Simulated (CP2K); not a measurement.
Two runs for the C K edge of isocyanobenzene. Run A: CP2K XAS_TDP, all-electron GAPW, PBEh(45%), aug-cc-pVDZ, TDA, no relativity. Run B differs in one setting.

First lines with a strength over 0.0015. A:

```tsv
atom	energy (eV)	states	strength, one atom
C1 (bonded to N)	281.37	1	0.0648
	281.69	1	0.0716
	286.20	1	0.0039
	286.59	1	0.0017
	287.18	1	0.0058
C3 (bonded to 2 C and N)	282.77	1	0.0480
	286.55	1	0.0071
	287.14	1	0.0076
	287.39	1	0.0165
	288.05	1	0.0016
C4 (bonded to 2 C and H), 2 alike	281.33	1	0.0514
	284.73	1	0.0123
	285.66	1	0.0041
	285.87	1	0.0021
	286.27	1	0.0026
C5 (bonded to 2 C and H), 2 alike	281.42	1	0.0526
	284.52	1	0.0114
	285.65	1	0.0017
	286.22	1	0.0063
	286.25	1	0.0023
C6 (bonded to 2 C and H)	281.25	1	0.0510
	284.47	1	0.0113
	285.70	1	0.0034
	286.21	1	0.0088
	287.45	1	0.0053
```

B:

```tsv
atom	energy (eV)	states	strength, one atom
C1 (bonded to N)	288.45	1	0.0632
	288.77	1	0.0698
	293.28	1	0.0038
	293.67	1	0.0017
	294.26	1	0.0057
C3 (bonded to 2 C and N)	288.13	1	0.0471
	291.92	1	0.0070
	292.50	1	0.0074
	292.75	1	0.0162
	293.41	1	0.0015
C4 (bonded to 2 C and H), 2 alike	286.96	1	0.0504
	290.37	1	0.0121
	291.29	1	0.0040
	291.50	1	0.0020
	291.90	1	0.0025
C5 (bonded to 2 C and H), 2 alike	287.18	1	0.0516
	290.27	1	0.0112
	291.40	1	0.0017
	291.97	1	0.0062
	292.00	1	0.0023
C6 (bonded to 2 C and H)	286.98	1	0.0500
	290.20	1	0.0110
	291.43	1	0.0033
	291.93	1	0.0086
	293.18	1	0.0052
```

Question: Which was it: GW2X switched on, the basis, the functional, scalar relativity switched on?

GW2X switched on. GW2X shifts an atom's lines together and keeps their spacings. Against PBEh(45%) in aug-cc-pVDZ, the leading lines move by +7.08 eV (C1, to 288.45), +5.36 eV (C3, to 288.13), +5.63 eV (C4, to 286.96), +5.76 eV (C5, to 287.18) and +5.73 eV (C6, to 286.98).

[Banner, clock and machine lines of the logs are left out without a mark of their own.]

[Logs are printed without paths, hosts, clocks, repeated set-up lines and the standing remarks that a program may print on its own settings, such as how far it seeks lower states.]

[Hosts, paths, dates, database ids (printed as entryN), source tags and the programs' standing remarks are cut or masked in the printed files.]
